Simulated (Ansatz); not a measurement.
# Debugging a many-body input for SrTiO3 (Tausonite)

What is wrong with this input for SrTiO3 (Tausonite)?

Calculated with Ansatz 0.2.0; G0W0 on PBE, plane waves, PAW.

### Step 1. Starting point

Symmetry: Pm-3m, No. 221, cubic system. Conventional cell: a = 3.905 Å, b = 3.905 Å, c = 3.905 Å, α = 90.00°, β = 90.00°, γ = 90.00°. Nearest to Sr lie 12 O at 2.76 Å. Nearest to Ti lie 6 O at 1.95 Å. O has 2 Ti at 1.95 Å and 4 Sr at 2.76 Å nearest. Farther neighbours and most contacts between anions are not listed.

The cell and positions come from the Crystallography Open Database and are kept as given unless a step says otherwise. The default PAW set here is soft_2. Its files were made with PBE.

### Step 2. First try

Contents of input.yaml:

```yaml
crystal:
  lattice:
    - [3.90528, 0.0, 0.0]
    - [0.0, 3.90528, 0.0]
    - [0.0, 0.0, 3.90528]
  atoms:
    - { symbol: Sr, position: [0.5, 0.5, 0.5] }
    - { symbol: Ti, position: [0.0, 0.0, 0.0] }
    - { symbol: O, position: [0.5, 0.0, 0.0] }
    - { symbol: O, position: [0.0, 0.5, 0.0] }
    - { symbol: O, position: [0.0, 0.0, 0.5] }
kpoints:
  mp_grid: { grid: [4, 4, 4] }
hamiltonian:
  xc: pbe
scf:
  occupations: { method: fixed }
gw:
  n_empty_bands: 4
  ecut_chi: 40
  qp_bands: [v2, c2]
  qp_kpoints: band_edges
  screening: { model: contour_deformation }
```

Run with:

```console
$ ansatz run input.yaml --threads 3 --pin off --max-ram 92160MiB --backend cuda --events-out ev --progress --plain --runs-dir out --devices 1 --max-vram 13GiB  # rebuilt from the run's record
```

Numbers of over 12 decimals in the logs are rounded to 6 here.

Output:

```text
GPUs: using 1 of 1 available (devices: 1).
Engine: ansatz 0.2.0, x86_64-unknown-linux-gnu
Pseudopotentials: kind: paw
Pseudopotential: Sr, paw, valence charge 10, recommended cutoff 420 eV (normal), Sr.paw.azcp
Pseudopotential: Ti, paw, valence charge 12, recommended cutoff 420 eV (normal), Ti.paw.azcp
Pseudopotential: O, paw, valence charge 6, recommended cutoff 420 eV (normal), O.paw.azcp
Functional definition: PBE
  parameter kappa = 0.804
  parameter beta = 0.066725
  exchange = pbe_x(kappa = kappa, mu = beta*pi^2/3)
  correlation = pbe_c(beta = beta)
device memory: the entry about to start is reckoned to put 0.6 GiB on a device that reports 40.3 GiB free (of which the cap on the GPU budget leaves the run 13.0 GiB)
GPU FFT provider: cuFFT
GPU libraries: cuBLAS 13.8.2, cuFFT 12.4.0, cuSOLVER 12.3.4
Crystal: 5 atoms, lattice volume = 59.560 Å³
Basis set: ecut = 420 eV, 1189 PW (Γ)
Bands: 25, of which v1, the nominal top of the filled ones, is band 20 counted from 1 (19 counted from 0)
Symmetry: 48 space group operations
Space group: Pm-3m (ITA 221), of the structure as read, at distance tolerance 3.9e-5 Å
k-points: 10 of 64
Non-local potential: Sr, projectors of the file, l = 0: 3, l = 1: 2, l = 2: 2
Non-local potential: Ti, projectors of the file, l = 0: 3, l = 1: 2, l = 2: 3, l = 3: 1
Non-local potential: O, projectors of the file, l = 0: 2, l = 1: 2, l = 2: 1
PAW form: soft (Blöchl's): semilocal exchange-correlation on the pseudo side does not see the compensation charge
PAW one-centre angular grid: Sr, 110 points (default); XC on 64 Gauss nodes
PAW one-centre angular grid: Ti, 590 points (default); XC on 64 Gauss nodes
PAW one-centre angular grid: O, 110 points (default); XC on 64 Gauss nodes
Initial density: superposition of atomic densities (neutral atoms: chi_scale 0, normalization atom), corrected by the library's trained network
Initial wavefunctions: pseudopotential atomic-orbital guess
GPU buffer pool allocated for 19683 grid points (all kernels)
GPU transforms: local potential and band sums: pruned to the plane-wave sphere, on 25×27×27
Functional: x = pbe(κ = 0.804, μ = 0.219515), c = pbe(β = 0.066725)
SCF iter   1: F=—  HF=-7754.449331 eV  |F-HF|=—  |Δ(HF+E_count)|=         —  Δρ=1.47e-3  dr2=3.12e-4  ethr=1.77e-3  ⟨swp⟩=4.0  Hψ=1098  notcnv=0  defer=22
preconditioner: auto → Resta (q_TF=auto, 2.553 Å⁻¹)  ε∞=5.6  [insulator: Δε(μ)=1.868 eV  Ē_g=12.246 eV  n_scr=18 (ndim 8)  ℏωp=26.4 eV  f_vac=0.000  ε∞_Penn≈5.6]
SCF iter   2: F=—  HF=-7754.450057 eV  |F-HF|=—  |Δ(HF+E_count)|=   7.26e-4  Δρ=7.36e-4  dr2=7.67e-5  ethr=7.80e-7  ⟨swp⟩=3.1  Hψ=634  notcnv=0  defer=26
SCF iter   3: F=—  HF=-7754.450221 eV  |F-HF|=—  |Δ(HF+E_count)|=   1.65e-4  Δρ=3.95e-4  dr2=7.98e-5  ethr=1.92e-7  ⟨swp⟩=2.0  Hψ=415  notcnv=0  defer=25
SCF iter   4: F=—  HF=-7754.450211 eV  |F-HF|=—  |Δ(HF+E_count)|=   1.02e-5  Δρ=6.75e-5  dr2=9.01e-7  ethr=1.92e-7  ⟨swp⟩=2.1  Hψ=317  notcnv=0  defer=26
SCF iter   5: F=—  HF=-7754.450213 eV  |F-HF|=—  |Δ(HF+E_count)|=   1.70e-6  Δρ=1.74e-5  dr2=1.25e-7  ethr=2.25e-9  ⟨swp⟩=2.4  Hψ=422  notcnv=0  defer=26
SCF iter   6: F=-7754.450213 eV  HF=-7754.450213 eV  |F-HF|=1.75e-9  |Δ(HF+E_count)|=   1.01e-7  Δρ=2.86e-6  dr2=3.93e-9  ethr=2.50e-10  ⟨swp⟩=8.2  Hψ=958  notcnv=0
SCF 1 converged in 6 iterations: F = -7754.450213 eV  dr2 = 3.93e-9
[...]
device memory: the entry about to start is reckoned to put 0.7 GiB on a device that reports 39.1 GiB free (of which the cap on the GPU budget leaves the run 13.0 GiB)
NSCF: frozen V_eff on 10 k-points, pencils in batches of 32, up to order 100
[...]
device memory: the entry about to start is reckoned to put 0.5 GiB on a device that reports 40.0 GiB free (of which the cap on the GPU budget leaves the run 13.0 GiB)
NSCF: frozen V_eff on 10 k-points, pencils in batches of 32, up to order 116
G₀W₀ screening: q 1/10
[... further progress lines ...]
SCF converged after 6 iterations
Free energy (F): -7754.450213 eV
Harris-Foulkes:  -7754.450213 eV  (|F-HF|=1.75e-9)
Internal energy: -7754.450213 eV  (E = F + TS)
E sigma→0 (E₀):  -7754.450213 eV
Fermi energy:    9.995895 eV
--- Per-component energies (eV) ---
  E_band       = -204.956283
  E_kinetic    = 1048.537272
  E_local      = -2384.311882  (includes V_loc(G=0)·N_el)
  E_nonlocal   = 347.997292
  E_hartree    = 834.824572
  E_xc         = -496.669313
  E_vxc        = -572.524138  (∫ρ·V_xc dr)
  E_paw        = -4213.740788  (= ΣΔE_a)
  E_vpaw       = -314.311370  (= ΣTr[D̂ρ^β])
  E_aug_tail   = 0.007575  (compensation charges beyond the density's cutoff)
  E_ewald      = -2891.094941
  E_smearing   = -0.000000  (= −TS)
  E_closure    = 0.000000  (closes the sum)
  Σ components = -7754.450213   (vs F -7754.450213, Δ=0.00e0)
--- Band table (eV; the first three rows and the last of 10) ---
  k-point 0: bands = [... 16 lower, 8.8230, 9.6503, 9.6503, 9.6503, 11.8636, 11.8636, 11.8636, 14.3193, ... 1 higher]
  k-point 1: bands = [... 16 lower, 8.3325, 8.3900, 9.4083, 9.4083, 11.9439, 12.9207, 12.9207, 14.3283, ... 1 higher]
  k-point 2: bands = [... 16 lower, 7.6457, 8.0230, 9.2742, 9.2742, 12.0282, 13.7842, 13.7842, 14.3337, ... 1 higher]
  k-point 9: bands = [... 16 lower, 6.2707, 9.9959, 9.9959, 9.9959, 14.4648, 14.4648, 14.4648, 16.9699, ... 1 higher]
--- G₀W₀: contour deformation, 6 samples at zero and on the imaginary axis and 2 off it, 64 q-points, 4 empty bands' worth ---
  eigenvalues of the whole cell's RPA ε∞ on this k-mesh (on a slab, of 1 + 4πα/V) = 4.8860, 4.8860, 4.8860; static W/v taken at q = 0 is 0.204665
  bands read: the sum over 24 bands ends inside a degenerate multiplet in 3 slots, whose members it reads at an even weight; the widest, k=9: bands 24 to 26 (counted from 1) at 1/3 each
  gw.qp_kpoints: band_edges: 6 of 10 stored k-points solved, in 1 pass; an edge of the gap read off the rows below is read off those points alone
    valence top: of the k-points left out ik 7 came nearest to being solved in a further pass, in band 20 (counted from 1, as in the quasiparticle table): it holds the edge there only if its correction is more favourable than any solved in that band by at least 0.466 eV; those differ by 0.056 eV
    conduction bottom: of the k-points left out ik 3 came nearest to being solved in a further pass, in band 21 (counted from 1, as in the quasiparticle table): it holds the edge there only if its correction is more favourable than any solved in that band by at least 0.709 eV; those differ by 0.324 eV
  `?` marks the rows in doubt; gw_qp.tsv's column doubts and the gw_qp event give each row's grounds
    ik  band        ε_KS         Σx   Σc(E_QP)       V_xc       Z   E_QP_lin       E_QP  E_QP is
     0    19      9.6503   -26.3864     4.5019   -21.5086  0.6874     9.2691     9.2744  root
     0    20      9.6503   -26.3864     4.5019   -21.5086  0.6874     9.2691     9.2744  root
     0    21     11.8636   -12.6230    -5.2820   -20.3002  0.7022    14.3787    14.2588  root ?
     0    22     11.8636   -12.6230    -5.2820   -20.3002  0.7022    14.3787    14.2588  root ?
     1    19      9.4083   -26.1307     4.5120   -21.2539  0.6817     9.0383     9.0435  root
     1    20      9.4083   -26.1307     4.5120   -21.2539  0.6817     9.0383     9.0435  root
     1    21     11.9439   -12.7727    -5.4057   -20.5831  0.6981    14.4752    14.3486  root ?
     1    22     12.9207   -14.2160    -5.5671   -21.8811  0.6771    15.3164    15.0187  root ?
     2    19      9.2742   -26.1174     4.6085   -21.1218  0.6785     8.8809     8.8870  root
     2    20      9.2742   -26.1174     4.6085   -21.1218  0.6785     8.8809     8.8870  root
     2    21     12.0282   -12.9424    -5.5427   -20.8987  0.6937    14.5759    14.4417  root ?
     2    22     13.7842   -14.8756    -6.2602   -23.2137  0.6482    16.1957    15.8622  root ?
     5    19      8.4350   -24.8770     4.9672   -19.4385  0.6366     7.9515     7.9638  root
     5    20      9.9082   -25.8857     4.6485   -20.8234  0.6739     9.4876     9.4945  root
     5    21     13.7927   -14.7864    -6.3804   -23.2565  0.6470    16.2266    15.8824  root ?
     5    22     13.7927   -14.7864    -6.3804   -23.2565  0.6470    16.2266    15.8824  root ?
     8    19      9.3285   -25.2122     4.7232   -20.0669  0.6616     8.8985     8.9064  root
     8    20      9.9512   -25.9795     4.6460   -20.9166  0.6749     9.5275     9.5343  root
     8    21     14.0742   -14.5506    -6.7015   -23.3501  0.6389    16.5317    16.1723  root ?
     8    22     14.0742   -14.5506    -6.7015   -23.3501  0.6389    16.5317    16.1723  root ?
     9    19      9.9959   -26.0786     4.6447   -21.0126  0.6759     9.5678     9.5747  root
     9    20      9.9959   -26.0786     4.6447   -21.0126  0.6759     9.5678     9.5747  root
     9    21     14.4648   -14.5075    -7.1960   -23.8017  0.6217    16.9314    16.5630  root ?
     9    22     14.4648   -14.5075    -7.1960   -23.8017  0.6217    16.9314    16.5630  root ?
```

The job ended after 17 s (1 × NVIDIA H100 80GB HBM3 (shared by 6 runs) with 3 threads of AMD EPYC 7R13 (Zen 3), shared host; peak memory 1 GiB; 6.2 s of CPU time).

Q: What is the fault?

The run ended normally, though the input holds a fault or crude settings.

The fault: four empty bands in G0W0. The sums over empty states are cut off almost at the gap, so screening and correlation are far from complete.

It printed a gap of 4.68 eV, which is an artefact of the settings.

### Step 3. A better input

Now the one-shot GW correction: screening in the RPA, then the self-energy of the levels asked for.

Edit input.yaml of step 2 so:

```diff
@@ -18,4 +18,4 @@
 gw:
-  n_empty_bands: 4
-  ecut_chi: 40
+  n_empty_bands: 177
+  ecut_chi: 120
   qp_bands: [v2, c2]
```

Output:

```text
GPUs: using 1 of 1 available (devices: 1).
[...]
GPU FFT provider: cuFFT
GPU libraries: cuBLAS 13.8.2, cuFFT 12.4.0, cuSOLVER 12.3.4
Crystal: 5 atoms, lattice volume = 59.560 Å³
Basis set: ecut = 420 eV, 1189 PW (Γ)
Bands: 25, of which v1, the nominal top of the filled ones, is band 20 counted from 1 (19 counted from 0)
Symmetry: 48 space group operations
[...]
k-points: 10 of 64
[...]
GPU buffer pool allocated for 19683 grid points (all kernels)
[...]
SCF iter   1: F=—  HF=-7754.449331 eV  |F-HF|=—  |Δ(HF+E_count)|=         —  Δρ=1.47e-3  dr2=3.12e-4  ethr=1.77e-3  ⟨swp⟩=4.0  Hψ=1098  notcnv=0  defer=22
[...]
SCF iter   6: F=-7754.450213 eV  HF=-7754.450213 eV  |F-HF|=1.75e-9  |Δ(HF+E_count)|=   1.01e-7  Δρ=2.86e-6  dr2=3.93e-9  ethr=2.50e-10  ⟨swp⟩=8.2  Hψ=958  notcnv=0
SCF 1 converged in 6 iterations: F = -7754.450213 eV  dr2 = 3.93e-9
[...]
0    19      9.6503   -26.3864     4.5859   -21.5086  0.7270     9.3568     9.3585  root
     0    20      9.6503   -26.3864     4.5859   -21.5086  0.7270     9.3568     9.3585  root
     0    21     11.8636   -12.6230    -6.4534   -20.3002  0.7382    13.1206    13.0873  root
     0    22     11.8636   -12.6230    -6.4534   -20.3002  0.7382    13.1206    13.0873  root
     1    19      9.4083   -26.1307     4.5693   -21.2539  0.7250     9.0989     9.1008  root
     1    20      9.4083   -26.1307     4.5693   -21.2539  0.7250     9.0989     9.1008  root
     1    21     11.9439   -12.7727    -6.5650   -20.5831  0.7351    13.2248    13.1893  root
     1    22     12.9207   -14.2160    -6.4194   -21.8811  0.7153    14.2080    14.1663  root
[...]
9    19      9.9959   -26.0786     4.7737   -21.0126  0.7186     9.7019     9.7037  root
     9    20      9.9959   -26.0786     4.7737   -21.0126  0.7186     9.7019     9.7037  root
     9    21     14.4648   -14.5075    -7.9798   -23.8017  0.6694    15.8531    15.7791  root
     9    22     14.4648   -14.5075    -7.9798   -23.8017  0.6694    15.8531    15.7791  root
[key lines of the parts left out:]
SCF converged after 6 iterations
Free energy (F): -7754.450213 eV
Fermi energy:    9.995895 eV
```

Wall time 11 s (1 × NVIDIA H100 80GB HBM3 (shared by 6 runs) with 3 threads); peak memory 1.1 GiB; 10 s of CPU time.

Numbers from this step:

- bands summed: 197
- RPA ε∞ on this mesh (eigenvalues): 6.546, 6.546, 6.546
- plane waves in the screening matrix: 179
- q-points in the mesh: 64
- G0W0 gap on the mesh: 3.384 eV
- k of the valence top: -0.5, -0.5, -0.5
- k of the conduction bottom: 0, 0, 0
- starting gap on the mesh: 1.868 eV
- Z at the valence top: 0.7186
- Z at the conduction bottom: 0.7382
- least direct G0W0 gap on the computed points: 3.729 eV

The gap on the mesh goes from 1.87 eV to 3.38 eV, a correction of +1.52 eV. Between the two edge states, bare exchange in place of the xc potential would open the gap by 12.74 eV, and correlation takes back 11.23 eV.

### Step 4. Outcome

```json
{
  "first try": "converged after 17 s",
  "better run": "G0W0 gap on the mesh 3.38 eV (4×4×4 mesh, 177 empty bands, screening to 120 eV)"
}
```

What this shows: The second run differs in: empty bands and screening cutoff (eV). Bands and cutoff are finite, so the gap is not at the basis limit. The miss can reach some tenths of an eV and take either sign; the mesh is an error of its own. The 4×4×4 mesh is coarse for this cell (its supercell is 16 Å along the shortest edge). The RPA ε∞ on it, from the PBE start, is 6.55; such meshes misread the long-range screening, most where the gap is narrow. This is the ideal cubic cell; many perovskites, halides above all, are cubic only on average, and local tilts or off-centring can widen the gap. The many-body steps are scalar-relativistic: spin-orbit coupling is not in them.

[Paths, hosts, dates, memory and timing lines, banners, echoed tables and standing remarks are left out of the program output.]

[Logs are printed without paths, hosts, clocks, repeated set-up lines and the standing remarks that a program may print on its own settings, such as how far it seeks lower states.]

[Runs of the session that timed out or met a known fault of the program may be left out.]

[Cells called generated may have been cut or substituted from an entry of the Crystallography Open Database or the Materials Project.]

[Hosts, paths, dates, database ids (printed as entryN), source tags and the programs' standing remarks are cut or masked in the printed files.]
